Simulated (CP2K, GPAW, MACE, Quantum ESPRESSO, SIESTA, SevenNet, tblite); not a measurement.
# CP2K runs on random packing of Si37C33N30 (at. %) (97 atoms)

Wanted: CP2K inputs and outputs for random packing of Si37C33N30 (at. %) (97 atoms), checked against a plane-wave reference.

Calculated with CP2K 2026.2; the method is named at each step.

**1. The structure**

The cell holds 97 atoms: 36 Si, 32 C and 29 N. Cell: a = 10.175 Å, b = 10.175 Å, c = 10.175 Å, α = 90.0°, β = 90.0°, γ = 90.0°. 97 atoms (36 Si, 32 C, 29 N) packed at random in a cube at 2.84 g/cm³ and pushed apart as soft spheres; a start for melting by ab initio MD, not an equilibrated structure. Then every atom was moved at random, 0.02 Å r.m.s. a Cartesian component.

The yardstick, on the same geometry:

| Quantity | Value |
| --- | --- |
| method | Kohn-Sham DFT, PBE, SSSP efficiency 1.3.0 pseudopotentials, plane waves (Quantum ESPRESSO 7.5); sssp-pbe-1.3.0-efficiency, cutoffs 60/480 Ry, Γ point |
| r.m.s. force component | 1.787 eV/Å |
| longest force | 6.218 eV/Å |
| pressure | -0.931 GPa |
| time | 2.5 min on 4 MPI ranks of Arm Neoverse V2, shared host |
| CPU time | 9.8 min |

**2. PBE, DZVP-MOLOPT-SR, 600/50 Ry, diagonalisation**

Method: Kohn-Sham DFT, PBE, GTH-PBE pseudopotentials, Gaussian and plane waves, DZVP-MOLOPT-SR-GTH, diagonalisation.

Contents of input.inp:

```
&GLOBAL
  PROJECT cell
  RUN_TYPE ENERGY_FORCE
  PRINT_LEVEL LOW
&END GLOBAL
&FORCE_EVAL
  METHOD QS
  STRESS_TENSOR ANALYTICAL
  &DFT
    BASIS_SET_FILE_NAME BASIS_MOLOPT
    POTENTIAL_FILE_NAME GTH_POTENTIALS
    &MGRID
      CUTOFF 600
      REL_CUTOFF 50
      NGRIDS 5
    &END MGRID
    &QS
      EPS_DEFAULT 1.0E-12
    &END QS
    &SCF
      SCF_GUESS ATOMIC
      EPS_SCF 5.0E-06
      MAX_SCF 200
      ADDED_MOS 45
      &DIAGONALIZATION
        ALGORITHM STANDARD
      &END DIAGONALIZATION
      &SMEAR ON
        METHOD FERMI_DIRAC
        ELECTRONIC_TEMPERATURE [K] 580
      &END SMEAR
      &MIXING
        METHOD BROYDEN_MIXING
        ALPHA 0.15
        NBROYDEN 12
      &END MIXING
      &PRINT
        &RESTART OFF
        &END RESTART
      &END PRINT
    &END SCF
    &XC
      &XC_FUNCTIONAL PBE
      &END XC_FUNCTIONAL
    &END XC
    &PRINT
      &MULLIKEN ON
      &END MULLIKEN
      &HIRSHFELD ON
        SHAPE_FUNCTION DENSITY
      &END HIRSHFELD
      &MO ON
        EIGENVALUES T
        OCCUPATION_NUMBERS T
        MO_INDEX_RANGE 198 221
        &EACH
          QS_SCF 0
        &END EACH
        ADD_LAST NUMERIC
      &END MO
    &END PRINT
  &END DFT
  &SUBSYS
    &CELL
      A 10.17490 0.00000 0.00000
      B 0.00000 10.17490 0.00000
      C 0.00000 0.00000 10.17490
    &END CELL
    &COORD
      Si 8.19853 9.13370 9.74409
      Si 7.09903 5.20314 2.17895
      Si 5.10312 1.14498 6.85178
      Si 7.14136 2.65585 2.71171
      Si 1.85712 3.16104 9.09402
      Si 6.98558 0.12332 5.81363
      Si 9.47985 1.58871 6.50034
      Si 8.57642 7.28452 7.99483
      Si 5.74902 6.67616 4.10008
      Si 7.17951 0.73351 3.71180
      Si 10.04263 2.56591 8.36814
      Si 0.60439 4.60129 7.60492
      Si 8.26497 2.47983 4.89464
      Si 0.60856 7.43032 2.05614
      Si 1.35245 3.80378 5.45293
      Si 4.31253 3.77092 1.58301
      Si 5.37347 9.46632 4.57870
      Si 8.15121 5.59192 5.71717
      Si 5.65684 2.86423 5.54491
      Si 1.91481 9.55362 4.44124
      Si 3.98510 0.75396 9.70706
      Si 7.56524 5.42760 8.35736
      Si 5.89880 7.40417 2.07019
      Si 2.55349 2.50689 0.87453
      Si 5.40328 4.47787 3.30959
      Si 2.98013 1.82294 6.66334
      Si 4.88985 2.41929 3.57709
      Si 6.51947 3.90798 7.21604
      Si 9.28205 9.83526 7.44803
      Si 9.38238 9.38797 5.33328
      Si 0.67572 7.06769 8.48699
      Si 1.31704 5.64737 2.99325
      Si 8.83303 7.09598 0.15456
      Si 9.07194 4.60821 9.62495
      Si 3.37797 9.94790 6.13485
      Si 5.77242 3.54809 9.29324
      C 2.84714 0.80341 1.56551
      C 4.44419 8.30791 7.24707
      C 7.18887 8.47447 3.69227
      C 6.72113 1.74561 8.58538
      C 8.86997 9.15365 1.47597
      C 0.69769 4.76816 9.42989
      C 7.16343 8.33385 6.65388
      C 0.63766 8.41769 6.56108
      C 0.15618 9.02534 0.06247
      C 2.74916 1.58321 3.56701
      C 4.42150 3.02398 7.05823
      C 3.03568 3.92029 4.07311
      C 7.09150 0.31847 7.58956
      C 5.03790 1.75629 0.69606
      C 7.82450 7.28645 1.83820
      C 6.47490 9.82478 10.02177
      C 1.47607 6.84903 5.69855
      C 2.50811 7.81381 0.34330
      C 0.56562 1.50416 9.82244
      C 2.09481 0.30138 10.01353
[... 37 atom lines left out ...]
      N 7.49402 2.69757 0.03968
      N 9.97568 4.50504 4.69521
      N 5.52823 6.63739 6.83021
      N 1.34360 0.86924 5.77253
    &END COORD
    &KIND Si
      BASIS_SET DZVP-MOLOPT-SR-GTH-q4
      POTENTIAL GTH-PBE-q4
    &END KIND
    &KIND C
      BASIS_SET DZVP-MOLOPT-SR-GTH-q4
      POTENTIAL GTH-PBE-q4
    &END KIND
    &KIND N
      BASIS_SET DZVP-MOLOPT-SR-GTH-q5
      POTENTIAL GTH-PBE-q5
    &END KIND
  &END SUBSYS
  &PRINT
    &FORCES ON
    &END FORCES
    &STRESS_TENSOR ON
    &END STRESS_TENSOR
  &END PRINT
&END FORCE_EVAL
```

Command:

```
OMP_NUM_THREADS=1 mpirun -np 4 cp2k.psmp -i input.inp > output.txt
```

Numbers of over 12 decimals in the logs are rounded to 6 here.

Log:

```text
CP2K| version string:                                       CP2K version 2026.2
 CP2K| Input file name                                                 input.inp
 GLOBAL| Basis set file name                                        BASIS_MOLOPT
 GLOBAL| Potential file name                                      GTH_POTENTIALS
 GLOBAL| Run type                                                   ENERGY_FORCE
 GLOBAL| Total number of message passing processes                             4
 GLOBAL| Number of threads for this process                                    1
 TOTAL NUMBERS AND MAXIMUM NUMBERS
  Total number of            - Atomic kinds:                                   3
                             - Atoms:                                         97
                             - Shell sets:                                    97
                             - Shells:                                       485
                             - Primitive Cartesian functions:                449
                             - Cartesian basis functions:                   1358
                             - Spherical basis functions:                   1261
  Maximum angular momentum of- Orbital basis functions:                        2
                             - Local part of the GTH pseudopotential:          2
                             - Non-local part of the GTH pseudopotential:      2
 SCF PARAMETERS         Density guess:                                    ATOMIC
                        max_scf:                                             200
                        eps_scf:                                        5.00E-06
                        added MOs                                        45    0
                        Mixing method:                            BROYDEN_MIXING
                                                charge density mixing in g-space
                        Smear method:                                FERMI_DIRAC
                        Electronic temperature [K]:                        580.0
                        Electronic temperature [a.u.]:                  1.84E-03
                        Accuracy threshold:                             1.00E-10
 Extrapolation method: initial_guess
 Number of electrons:                                                        417
 Number of occupied orbitals:                                                209
 Number of molecular orbitals:                                               254
 Number of orbital functions:                                               1261
 Number of independent orbital functions:                                   1261
 SCF WAVEFUNCTION OPTIMIZATION
  Step     Update method      Time    Convergence         Total energy    Change
     1 NoMix/Diag. 0.15E+00    3.3     1.23610088      -611.4571065313 -6.11E+02
     2 Broy./Diag. 0.15E+00    4.3     0.89916886      -587.8687129848  2.36E+01
     3 Broy./Diag. 0.15E+00    4.3     0.70962184      -606.0560574911 -1.82E+01
     4 Broy./Diag. 0.15E+00    4.3     0.37157055      -607.6370868249 -1.58E+00
[...]
24 Broy./Diag. 0.15E+00    4.4     0.00000593      -604.0470987053  1.59E-05
    25 Broy./Diag. 0.15E+00    4.4     0.00000264      -604.0470958058  2.90E-06
  *** SCF run converged in    25 steps ***
  Electronic density on regular grids:       -416.9999999999        0.0000000001
  Core density on regular grids:              416.9999999996       -0.0000000004
  Total charge density on r-space grids:       -0.0000000003
  Total charge density g-space grids:          -0.0000000003
  Overlap energy of the core charge distribution:               3.75265e-08
  Self energy of the core charge distribution:              -1516.675927
  Core Hamiltonian energy:                                    405.042355
  Hartree energy:                                             674.527207
  Exchange-correlation energy:                               -166.926864
  Electronic entropic energy:                                  -0.013866
  Fermi energy:                                                 0.263618
  Total energy:                                              -604.047096
  Total energy (extrapolated to T->0):                       -604.040163
 MO| EIGENVALUES AND OCCUPATION NUMBERS
 MO|
 MO|  Index      Eigenvalue [a.u.]        Eigenvalue [eV]             Occupation
 MO|    198               0.245889               6.690993               1.999871
 MO|    199               0.248265               6.755639               1.999531
 MO|    200               0.248466               6.761114               1.999477
[...]
MO|    220               0.281778               7.667558               0.000102
 MO|    221               0.282869               7.697261               0.000056
 MO| Sum:                                                             417.000000
 MO| E(Fermi):            0.263618 a.u.          7.173398 eV
 !-----------------------------------------------------------------------------!
                     Mulliken Population Analysis
 #  Atom  Element  Kind  Atomic population                           Net charge
       1     Si       1          3.863809                              0.136191
       2     Si       1          3.654981                              0.345019
       3     Si       1          3.920561                              0.079439
[...]
96     N        3          5.151672                             -0.151672
      97     N        3          5.262476                             -0.262476
 # Total charge                            417.000000                  0.000000
 !-----------------------------------------------------------------------------!
 !-----------------------------------------------------------------------------!
                           Hirshfeld Charges
  #Atom  Element  Kind  Ref Charge     Population                    Net charge
      1       Si     1       4.000          3.858                         0.142
      2       Si     1       4.000          3.793                         0.207
      3       Si     1       4.000          3.910                         0.090
[...]
96       N      3       5.000          5.067                        -0.067
     97       N      3       5.000          5.193                        -0.193
  Total Charge                                                           -0.000
 !-----------------------------------------------------------------------------!
 ENERGY| Total FORCE_EVAL ( QS ) energy [hartree]           -604.047071
 FORCES| Atomic forces [hartree/bohr]
 FORCES|   Atom     x               y               z               |f|
 FORCES|      1 -2.24789388E-03  5.52842903E-02  1.55085571E-02   5.74623453E-02
 FORCES|      2  7.41488483E-02  9.18577293E-03 -2.80127761E-02   7.97943968E-02
 FORCES|      3  5.28244937E-02 -2.56930655E-02  5.09238834E-02   7.77418977E-02
[...]
FORCES|     96 -3.01805870E-02  3.86249657E-02  5.74549711E-02   7.55237016E-02
 FORCES|     97  2.07638521E-03  7.92110077E-03 -2.57708757E-02   2.70405852E-02
 FORCES| Sum    -1.58335636E-04 -1.49326539E-04 -3.80756848E-05
 FORCES| Total atomic force                                       2.20948742E-04
 STRESS| Analytical stress tensor [bar]
 STRESS|                        x                   y                   z
 STRESS|      x       -3.60293778596E+04   1.12630213431E+04  -9.79410394643E+03
 STRESS|      y        1.12630213431E+04  -1.61489508556E+04  -2.48207460371E+04
 STRESS|      z       -9.79410394643E+03  -2.48207460371E+04   7.30330826821E+03
 STRESS| 1/3 Trace                                            -1.49583401490E+04
```

Run time: 2.1 min. Hardware: 4 MPI ranks of Arm Neoverse V2, shared host; peak memory 4 GiB; 8.2 min of CPU time.

Banners, paths, timers and routine set-up lines are dropped from the logs unmarked, and long logs keep their key lines alone; longer cuts are marked.

Compared with the plane-wave run:

| Quantity | Value |
| --- | --- |
| r.m.s. force component | 1.782 eV/Å |
| r.m.s. difference of force components | 79.01 meV/Å |
| longest difference of force vectors | 289.4 meV/Å |
| force difference over r.m.s. force | 4.422 % |
| slope of forces against the reference's | 0.9963 |
| correlation of force components | 0.999 |
| pressure | -1.496 GPa |
| pressure difference | -0.5648 GPa |

Length of the force difference by element (eV/Å):

```csv
element,atoms,mean,most
C,32,0.14,0.28
N,29,0.10,0.22
Si,36,0.13,0.29
```

The surroundings of C66, which has 3 bonded neighbours where the commonest count for C is 1, nearest first, numbered as they follow in the input and with coordinates relative to it.

```csv
atom,x,y,z,distance (Å),bonds,Hirshfeld charge (e),Fx,Fy,Fz (eV/Å)
C66,0.00,0.00,0.00,0.00,3,-0.16,1.86,-0.16,0.74
Si28,-1.87,0.22,-0.45,1.94,4,0.09,0.87,-0.09,0.27
Si22,-0.82,1.74,0.69,2.05,4,0.03,-2.70,1.41,-0.67
Si11,1.65,-1.12,0.70,2.12,6,0.09,-4.54,-1.72,1.00
Si34,0.68,0.92,1.96,2.27,2,0.20,0.63,-2.95,3.60
Si12,2.39,0.91,-0.06,2.56,5,0.13,-1.45,3.67,-1.56
Si7,1.09,-2.10,-1.17,2.64,3,0.08,1.69,0.37,-2.22
C40,-1.67,-1.94,0.92,2.72,2,-0.03,-0.13,-2.86,-1.65
Si18,-0.24,1.90,-1.95,2.74,3,0.24,0.14,0.24,-0.54
C60,-1.12,0.26,-2.53,2.78,3,-0.20,0.39,1.90,0.22
N94,-0.89,-0.99,2.55,2.88,1,-0.10,-0.15,0.82,0.44
```

Forces lie 4.4 % from the reference's, at 0.84 times its CPU time.

(Continued in part 2 of 2.)

[Also dropped from logs without a mark: logging warnings of Python, and SIESTA's first energy breakdown and zero terms.]

[Logs are printed without paths, hosts, clocks, repeated set-up lines and the standing remarks that a program may print on its own settings, such as how far it seeks lower states.]

[Hosts, paths, dates, database ids (printed as entryN), source tags and the programs' standing remarks are cut or masked in the printed files.]
